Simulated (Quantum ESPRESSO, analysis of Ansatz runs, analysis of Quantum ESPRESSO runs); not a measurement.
**Local vibrational mode of the Si donor on a Ga site in GaAs (QE: PBE) (Quantum ESPRESSO)**

Aim: the local vibrational mode of the Si donor on a Ga site in GaAs, to be set beside the measurement. Set-up: QE: PBE, GBRV 1.5 PBE, 32-site cell, PBE lattice, k: 2x2x2 shifted. The model is a cell of 32 host atoms with 1 Ga taken out and 1 Si put in. The frequencies come from force constants among the defect atom and its neighbours, with the masses of the isotopes named. Other potentials or another program check that the number doesn't hang on one set of files.

Measured beforehand: Threefold local mode of 28Si: 384 cm⁻¹, by Fourier transform infrared absorption, zero pressure (Table 4.3, experiment column) (quoted in “DX Centers in III-V Semiconductors under Hydrostatic Pressure”, 1992, Jeffrey Alan Wolk et al., quoting earlier work (1985)). The runs below try to reproduce this.

Method: Quantum ESPRESSO plane-wave DFT, PBE, GBRV 1.5 PBE potentials; relaxation of all atoms of a defect supercell, in Quantum ESPRESSO 7.5.

## 1. Set-up

The cell holds 32 atoms: 15 Ga, 1 Si and 16 As. Its edges and angles: a = 9.937 Å, b = 9.937 Å, c = 9.937 Å, α = 109.5°, β = 109.5°, γ = 109.5°. It derives from GaAs (space group F-43m). Nearest the centre at fractional (0.250, 0.500, 0.250): Si7 at 0.00 Å, As19 at 2.48 Å, As23 at 2.48 Å, As22 at 2.48 Å, As28 at 2.48 Å, Ga4 at 4.06 Å, Ga6 at 4.06 Å, Ga3 at 4.06 Å. The cell carries charge +1.

The host's primitive cell comes from a first run (Quantum ESPRESSO plane-wave DFT, PBE, GBRV 1.5 PBE potentials; relaxation of cell and atoms of a defect-free cell): vectors of 4.057, 4.057 and 4.057 Å. That is 23.60 Å³ an atom, 4.5 % over the diffraction cell's volume. The supercell is built on it.

## 2. Relaxation, charge +1

Every later number rests on the structure around the defect, so the atoms are relaxed at the host's lattice first.

Input file pw.in:

```
&CONTROL
  calculation = 'relax'
  prefix = 'pwscf'
  outdir = './tmp'
  pseudo_dir = './pseudo'
  tprnfor = .true.
  disk_io = 'low'
  nstep = 70
  forc_conv_thr = 0.00039
  etot_conv_thr = 0.0001
/
&SYSTEM
  ibrav = 0
  nat = 32
  ntyp = 3
  ecutwfc = 45
  ecutrho = 360
  nbnd = 188
  occupations = 'smearing'
  smearing = 'fd'
  degauss = 0.00073499
  tot_charge = 1
/
&ELECTRONS
  conv_thr = 3d-08
  electron_maxstep = 100
  mixing_beta = 0.5
/
&IONS
  ion_dynamics = 'bfgs'
/
ATOMIC_SPECIES
Ga    69.7230 ga_pbe_v1.4.uspp.F.UPF
Si    28.0850 si_pbe_v1.uspp.F.UPF
As    74.9216 as_pbe_v1.uspp.F.UPF
CELL_PARAMETERS angstrom
  -5.7369015769    5.7369015769   -5.7369015769
   5.7369015769    5.7369015769    5.7369015769
   5.7369015769   -5.7369015769   -5.7369015769
ATOMIC_POSITIONS crystal
Ga     0.0000000000    0.0000000000    0.0000000000
Ga     0.0000000000    0.2500000000    0.7500000000
Ga     0.0000000000    0.5000000000    0.5000000000
Ga     0.0000000000    0.7500000000    0.2500000000
Ga     0.2500000000    0.0000000000    0.7500000000
Ga     0.2500000000    0.2500000000    0.5000000000
Si     0.2500000000    0.5000000000    0.2500000000
Ga     0.2500000000    0.7500000000    0.0000000000
Ga     0.5000000000    0.0000000000    0.5000000000
Ga     0.5000000000    0.2500000000    0.2500000000
Ga     0.5000000000    0.5000000000    0.0000000000
Ga     0.5000000000    0.7500000000    0.7500000000
Ga     0.7500000000    0.0000000000    0.2500000000
Ga     0.7500000000    0.2500000000    0.0000000000
Ga     0.7500000000    0.5000000000    0.7500000000
Ga     0.7500000000    0.7500000000    0.5000000000
As     0.0000000000    0.0000000000    0.7500000000
As     0.0000000000    0.2500000000    0.5000000000
As     0.0000000000    0.5000000000    0.2500000000
As     0.0000000000    0.7500000000    0.0000000000
As     0.2500000000    0.0000000000    0.5000000000
As     0.2500000000    0.2500000000    0.2500000000
As     0.2500000000    0.5000000000    0.0000000000
As     0.2500000000    0.7500000000    0.7500000000
As     0.5000000000    0.0000000000    0.2500000000
As     0.5000000000    0.2500000000    0.0000000000
As     0.5000000000    0.5000000000    0.7500000000
As     0.5000000000    0.7500000000    0.5000000000
As     0.7500000000    0.0000000000    0.0000000000
As     0.7500000000    0.2500000000    0.7500000000
As     0.7500000000    0.5000000000    0.5000000000
As     0.7500000000    0.7500000000    0.2500000000
K_POINTS automatic
2 2 2 1 1 1
```

On the command line:

```bash
OMP_NUM_THREADS=1 mpirun -n 8 pw.x -nk 2 -in pw.in > pw.out
```

The log of the run:

```text
This program is part of the open-source Quantum ESPRESSO suite
     for quantum simulation of materials; please cite
         "P. Giannozzi et al., J. Phys.:Condens. Matter 21 395502 (2009);
         "P. Giannozzi et al., J. Phys.:Condens. Matter 29 465901 (2017);
         "P. Giannozzi et al., J. Chem. Phys. 152 154105 (2020);
          URL
     in publications or presentations arising from this work. More details at

     Message from routine setup:
     using ibrav=0 with symmetry is DISCOURAGED, use correct ibrav instead

     K-points division:     npool     =       2
     Subspace diagonalization in iterative solution of the eigenvalue problem:
     one sub-group per band group will be used
     scalapack distributed-memory algorithm (size of sub-group:  2*  2 procs)

     --------------------
     sticks:   dense  smooth     PW     G-vecs:    dense   smooth      PW
     Min        2381    1190    317               147089    51954    7224
     Max        2382    1191    320               147091    51955    7225
     Sum        9525    4763   1273               588361   207819   28897

     Using Slab Decomposition

     bravais-lattice index     =            0
     lattice parameter (alat)  =      18.7775  a.u.
     unit-cell volume          =    5096.6967 (a.u.)^3
     number of atoms/cell      =           32
     number of atomic types    =            3
     number of electrons       =       368.00
     number of Kohn-Sham states=          188
     kinetic-energy cutoff     =      45.0000  Ry
     charge density cutoff     =     360.0000  Ry
     scf convergence threshold =      3.0E-08
     mixing beta               =       0.5000
     number of iterations used =            8  plain     mixing
     energy convergence thresh.=      1.0E-04
     force convergence thresh. =      3.9E-04
     Exchange-correlation= SLA  PW   PBE  PBE
                           (   1   4   3   4   0   0   0)
     nstep                     =           70

     celldm(1)=  18.777462  celldm(2)=   0.000000  celldm(3)=   0.000000
     celldm(4)=   0.000000  celldm(5)=   0.000000  celldm(6)=   0.000000

     crystal axes: (cart. coord. in units of alat)
               a(1) = (  -0.577350   0.577350  -0.577350 )
               a(2) = (   0.577350   0.577350   0.577350 )
               a(3) = (   0.577350  -0.577350  -0.577350 )

     reciprocal axes: (cart. coord. in units 2 pi/alat)
               b(1) = (  0.000000  0.866025 -0.866025 )
               b(2) = (  0.866025  0.866025 -0.000000 )
               b(3) = (  0.866025  0.000000 -0.866025 )

     PseudoPot. # 1 for Ga read from file:
     ga_pbe_v1.4.uspp.F.UPF
     Pseudo is Ultrasoft + core correction, Zval = 19.0
     Generated by new atomic code, or converted to UPF format
     Using radial grid of  871 points,  6 beta functions with:
                l(1) =   0
                l(2) =   0
                l(3) =   1
                l(4) =   1
                l(5) =   2
                l(6) =   2
     Q(r) pseudized with  8 coefficients,  rinner =    1.250   1.250   1.250
                                                       1.250   1.250

     PseudoPot. # 2 for Si read from file:
     si_pbe_v1.uspp.F.UPF
     Pseudo is Ultrasoft + core correction, Zval =  4.0
     Generated by new atomic code, or converted to UPF format
     Using radial grid of  899 points,  6 beta functions with:
                l(1) =   0
                l(2) =   0
                l(3) =   1
                l(4) =   1
                l(5) =   2
                l(6) =   2
     Q(r) pseudized with  8 coefficients,  rinner =    0.900   0.900   0.900
                                                       0.900   0.900

     PseudoPot. # 3 for As read from file:
     as_pbe_v1.uspp.F.UPF
     Pseudo is Ultrasoft + core correction, Zval =  5.0
     Generated by new atomic code, or converted to UPF format
     Using radial grid of  875 points,  6 beta functions with:
                l(1) =   0
                l(2) =   0
                l(3) =   1
                l(4) =   1
                l(5) =   2
                l(6) =   2
     Q(r) pseudized with  8 coefficients,  rinner =    1.300   1.300   1.300
                                                       1.300   1.300

     atomic species   valence    mass     pseudopotential
     Ga               19.00    69.72300     Ga( 1.00)
     Si                4.00    28.08500     Si( 1.00)
     As                5.00    74.92160     As( 1.00)

     24 Sym. Ops. (no inversion) found (22 have fractional translation)

   Cartesian axes

     site n.     atom                  positions (alat units)
         1        Ga     tau(   1) = (   0.0000000   0.0000000   0.0000000  )
         2        Ga     tau(   2) = (   0.5773503  -0.2886751  -0.2886751  )
         3        Ga     tau(   3) = (   0.5773503   0.0000000   0.0000000  )
         4        Ga     tau(   4) = (   0.5773503   0.2886751   0.2886751  )
         5        Ga     tau(   5) = (   0.2886751  -0.2886751  -0.5773503  )
         6        Ga     tau(   6) = (   0.2886751   0.0000000  -0.2886751  )
         7        Si     tau(   7) = (   0.2886751   0.2886751   0.0000000  )
         8        Ga     tau(   8) = (   0.2886751   0.5773503   0.2886751  )
         9        Ga     tau(   9) = (   0.0000000   0.0000000  -0.5773503  )
        10        Ga     tau(  10) = (   0.0000000   0.2886751  -0.2886751  )
        11        Ga     tau(  11) = (   0.0000000   0.5773503   0.0000000  )
        12        Ga     tau(  12) = (   0.5773503   0.2886751  -0.2886751  )
        13        Ga     tau(  13) = (  -0.2886751   0.2886751  -0.5773503  )
        14        Ga     tau(  14) = (  -0.2886751   0.5773503  -0.2886751  )
        15        Ga     tau(  15) = (   0.2886751   0.2886751  -0.5773503  )
        16        Ga     tau(  16) = (   0.2886751   0.5773503  -0.2886751  )
        17        As     tau(  17) = (   0.4330127  -0.4330127  -0.4330127  )
        18        As     tau(  18) = (   0.4330127  -0.1443376  -0.1443376  )
        19        As     tau(  19) = (   0.4330127   0.1443376   0.1443376  )
        20        As     tau(  20) = (   0.4330127   0.4330127   0.4330127  )
        21        As     tau(  21) = (   0.1443376  -0.1443376  -0.4330127  )
        22        As     tau(  22) = (   0.1443376   0.1443376  -0.1443376  )
        23        As     tau(  23) = (   0.1443376   0.4330127   0.1443376  )
        24        As     tau(  24) = (   0.7216878   0.1443376  -0.1443376  )
        25        As     tau(  25) = (  -0.1443376   0.1443376  -0.4330127  )
[...]
atom    2 type  1   force =    -0.00032511   -0.00050869    0.00032511
     atom    3 type  1   force =     0.00032511   -0.00032511   -0.00050869
     atom    4 type  1   force =     0.00032511    0.00050869    0.00032511
     atom    5 type  1   force =    -0.00000000   -0.00000000    0.00000000
     atom    6 type  1   force =     0.00050869   -0.00032511   -0.00032511
     atom    7 type  2   force =    -0.00000000   -0.00000000    0.00000000
     atom    8 type  1   force =     0.00050869    0.00032511    0.00032511
     atom    9 type  1   force =     0.00032511    0.00032511    0.00050869
     atom   10 type  1   force =    -0.00032511    0.00050869   -0.00032511
     atom   11 type  1   force =    -0.00032511    0.00032511   -0.00050869
     atom   12 type  1   force =     0.00032511   -0.00050869   -0.00032511
     atom   13 type  1   force =    -0.00000000    0.00000000    0.00000000
     atom   14 type  1   force =    -0.00050869   -0.00032511    0.00032511
     atom   15 type  1   force =     0.00000000    0.00000000   -0.00000000
     atom   16 type  1   force =    -0.00050869    0.00032511   -0.00032511
[...]
Total force =     0.002392     Total SCF correction =     0.000044
     Energy error            =      2.6E-05 Ry
     Gradient error          =      5.1E-04 Ry/Bohr

     number of scf cycles    =  11
     number of bfgs steps    =  10

     energy             old  =   -6885.3773398300 Ry
     energy             new  =   -6885.3773659777 Ry

     CASE: energy            _new < energy            _old

     new trust radius        =       0.0016155878 bohr
     new conv_thr            =       0.0000000003 Ry

ATOMIC_POSITIONS (crystal)
Ga              -0.0024473400        0.0009708189       -0.0024473400
Ga              -0.0024473400        0.2475526600        0.7509708189
Ga               0.0034181588        0.5000000000        0.5024473400
Ga               0.0034181588        0.7524473400        0.2500000000
Ga               0.2500000000        0.0000000000        0.7500000000
Ga               0.2500000000        0.2534181588        0.5024473400
Si               0.2500000000        0.5000000000        0.2500000000
Ga               0.2500000000        0.7524473400        0.0034181588
Ga               0.4965818412       -0.0009708189        0.4965818412
Ga               0.5024473400        0.2534181588        0.2500000000
Ga               0.5024473400        0.5000000000        0.0034181588
Ga               0.4965818412        0.7465818412        0.7490291811
Ga               0.7500000000        0.0000000000        0.2500000000
Ga               0.7509708189        0.2475526600       -0.0024473400
Ga               0.7500000000        0.5000000000        0.7500000000
Ga               0.7490291811        0.7465818412        0.4965818412
[...]
NEW-OLD atomic charge density approx. for the potential

     Self-consistent Calculation

     iteration #  1     ecut=    45.00 Ry     beta= 0.50
     Davidson diagonalization with overlap
     ethr =  1.00E-06,  avg # of iterations =  3.0

     Threshold (ethr) on eigenvalues was too large:
     Diagonalizing with lowered threshold

     Davidson diagonalization with overlap
     ethr =  6.38E-10,  avg # of iterations =  7.0

     total energy              =   -6885.37737436 Ry
     estimated scf accuracy    <       0.00000108 Ry

     iteration #  2     ecut=    45.00 Ry     beta= 0.50
     Davidson diagonalization with overlap
     ethr =  2.93E-10,  avg # of iterations =  3.0

     total energy              =   -6885.37737453 Ry
     estimated scf accuracy    <       0.00000036 Ry

     iteration #  3     ecut=    45.00 Ry     beta= 0.50
     Davidson diagonalization with overlap
     ethr =  9.80E-11,  avg # of iterations =  3.0

     total energy              =   -6885.37737462 Ry
     estimated scf accuracy    <       0.00000009 Ry

     iteration #  4     ecut=    45.00 Ry     beta= 0.50
     Davidson diagonalization with overlap
     ethr =  2.40E-11,  avg # of iterations =  2.5

     total energy              =   -6885.37737463 Ry
     estimated scf accuracy    <          8.5E-09 Ry

     iteration #  5     ecut=    45.00 Ry     beta= 0.50
     Davidson diagonalization with overlap
     ethr =  2.31E-12,  avg # of iterations =  4.0

     total energy              =   -6885.37737464 Ry
     estimated scf accuracy    <          9.2E-10 Ry

     iteration #  6     ecut=    45.00 Ry     beta= 0.50
     Davidson diagonalization with overlap
     ethr =  2.51E-13,  avg # of iterations =  4.5

     End of self-consistent calculation

          k = 0.4330 0.4330-0.4330 ( 25972 PWs)   bands (ev):

[...]
7.7393   7.8909   7.8909   7.8909

          k = 0.0000 0.4330 0.0000 ( 26027 PWs)   bands (ev):

[...]
-5.6611  -5.0096  -4.7453  -4.7453  -4.6662  -4.2886  -4.2351  -4.2351
    -4.2324  -4.0266  -3.7881  -3.7225  -3.7225  -3.6321  -3.4471  -3.4471
    -0.5951   0.1460   0.2803   0.4513   0.4513   0.5186   0.5790   0.5974
     0.6231   0.6231   0.8489   1.8736   1.9727   1.9727   2.0885   2.9241
     2.9241   2.9254   3.0943   3.4741   3.6801   3.6801   3.6992   4.1225
     4.1343   4.1343   4.3929   4.4213   4.4213   4.4246   4.4301   4.4487
     4.4487   4.4767   4.4854   4.4854   4.5265   4.5549   5.2964   5.3221
     5.3221   5.4305   5.5014   5.5014   5.5442   5.5755   6.0023   6.0023
     8.0627   8.3203   8.5292   8.5940

     the Fermi energy is     7.1879 ev

!    total energy              =   -6885.37737464 Ry
     estimated scf accuracy    <          4.7E-11 Ry
     smearing contrib. (-TS)   =       0.00000000 Ry
     internal energy E=F+TS    =   -6885.37737464 Ry

     The total energy is F=E-TS. E is the sum of the following terms:
     one-electron contribution =   -6277.48165440 Ry
     hartree contribution      =    3254.58572518 Ry
     xc contribution           =   -1236.65154522 Ry
     ewald contribution        =   -2625.82990018 Ry

     convergence has been achieved in   6 iterations

     Forces acting on atoms (cartesian axes, Ry/au):

[...]
atom   25 type  3   force =     0.00003739    0.00023283    0.00003739
     atom   26 type  3   force =    -0.00023283    0.00003739   -0.00003739
     atom   27 type  3   force =     0.00003739   -0.00003739   -0.00023283
     atom   28 type  3   force =    -0.00001121   -0.00001121    0.00001121
     atom   29 type  3   force =    -0.00003739   -0.00023283    0.00003739
     atom   30 type  3   force =    -0.00003739   -0.00003739    0.00023283
     atom   31 type  3   force =    -0.00003739    0.00003739   -0.00023283
     atom   32 type  3   force =    -0.00003739    0.00023283   -0.00003739

     Total force =     0.001729     Total SCF correction =     0.000023
     Energy error            =      8.7E-06 Ry
     Gradient error          =      2.8E-04 Ry/Bohr

     bfgs converged in  12 scf cycles and  11 bfgs steps
     (criteria: energy <  1.0E-04 Ry, force <  3.9E-04 Ry/Bohr)

     End of BFGS Geometry Optimization

     Final energy             =   -6885.3773746361 Ry

     File ./tmp/pwscf.bfgs deleted, as requested
Begin final coordinates

ATOMIC_POSITIONS (crystal)
[...]
As               0.4998748883        0.0019097319        0.2500000000
As               0.5020348436        0.2501251117        0.0001251117
As               0.4998748883        0.5000000000        0.7519097319
As               0.4937416773        0.7437416773        0.4937416773
As               0.7480902681       -0.0019097319       -0.0020348436
As               0.7480902681        0.2479651564        0.7480902681
As               0.7519097319        0.5000000000        0.4998748883
As               0.7519097319        0.7498748883        0.2500000000
End final coordinates

=------------------------------------------------------------------------------=
   JOB DONE.
=------------------------------------------------------------------------------=
```

Run time: 19 min. Hardware: 8 MPI ranks of Arm Neoverse V1, shared host; peak memory 3.7 GiB; 2.5 h of CPU time.

The steps of the relaxation:

| step | energy less that of the first step (eV) |
| --- | --- |
| 0 | 0.0000 |
| 1 | -0.0419 |
| 2 | -0.0736 |
| 3 | -0.0977 |
| 4 | -0.1017 |
| 5 | -0.1040 |
| 6 | -0.1077 |
| 7 | -0.1114 |
| 8 | -0.1129 |
| 9 | -0.1136 |
| 10 | -0.1139 |
| 11 | -0.1141 |

The atoms that moved most (Å):

| atom | dx | dy | dz | length |
| --- | --- | --- | --- | --- |
| As22 | 0.036 | 0.036 | 0.036 | 0.062 |
| As28 | -0.036 | -0.036 | 0.036 | 0.062 |
| As19 | -0.036 | 0.036 | -0.036 | 0.062 |
| As23 | 0.036 | -0.036 | -0.036 | 0.062 |
| Ga2 | 0.006 | -0.034 | -0.006 | 0.035 |
| Ga14 | -0.034 | 0.006 | -0.006 | 0.035 |
| Ga10 | 0.006 | 0.034 | 0.006 | 0.035 |
| Ga6 | 0.034 | 0.006 | 0.006 | 0.035 |

The relaxed structure:

```xyz
32
Lattice="-5.7369 5.7369 -5.7369 5.7369 5.7369 5.7369 5.7369 -5.7369 -5.7369" Properties=species:S:1:pos:R:3 pbc="T T T"
Ga    0.0056    0.0056    0.0336
Ga    5.7425   -2.9021   -2.8740
Ga    5.7313    0.0056   -0.0336
Ga    5.7313    2.9021    2.8629
Ga    2.8685   -2.8685   -5.7369
Ga    2.9021    0.0056   -2.8629
Si    2.8685    2.8685    0.0000
Ga    2.9021    5.7313    2.8629
Ga   -0.0056   -0.0056   -5.7033
Ga    0.0056    2.9021   -2.8629
Ga    0.0056    5.7313   -0.0336
Ga    5.7313    2.8348   -2.8629
Ga   -2.8685    2.8685   -5.7369
Ga   -2.9021    5.7425   -2.8740
Ga    2.8685    2.8685   -5.7369
Ga    2.8348    5.7313   -2.8629
As    4.2924   -4.3143   -4.2910
As    4.3143   -1.4445   -1.4459
As    4.2668    1.4701    1.3983
As    4.3143    4.3143    4.3129
As    1.4445   -1.4226   -4.2910
As    1.4701    1.4701   -1.3983
As    1.4701    4.2668    1.3983
As    7.1814    1.4226   -1.4459
As   -1.4226    1.4445   -4.2910
As   -1.4445    4.3143   -1.4459
As    4.3143    1.4226   -4.3129
As    4.2668    4.2668   -1.3983
As   -4.3143    4.2924   -4.2910
As    1.4226    1.4226   -7.1609
As    1.4226    4.3143   -4.3129
As    1.4226    7.1814   -1.4459
```

Neighbours of Si7 at the end:

| atom | distance (Å) |
| --- | --- |
| As19 | 2.422 |
| As23 | 2.422 |
| As28 | 2.422 |
| As22 | 2.422 |
| Ga2 | 4.049 |
| Ga9 | 4.049 |
| Ga3 | 4.049 |
| Ga14 | 4.049 |
| Ga10 | 4.049 |
| Ga11 | 4.049 |
| Ga12 | 4.049 |
| Ga4 | 4.049 |
| Ga6 | 4.049 |
| Ga8 | 4.049 |
| Ga1 | 4.049 |
| Ga16 | 4.049 |

First to last step the energy falls by 0.114 eV; the largest move, 0.06 Å, is that of As22 and 3 other atoms alike.

(Continued in part 2 of 2.)

[Logs are printed without paths, hosts, clocks, repeated set-up lines and the standing remarks that a program may print on its own settings, such as how far it seeks lower states.]

[Hosts, paths, dates, database ids (printed as entryN), source tags and the programs' standing remarks are cut or masked in the printed files.]

[For some hosts the program warned that the k-mesh of the response run may be too coarse for force constants and the static dielectric constant; such warnings are not shown here.]
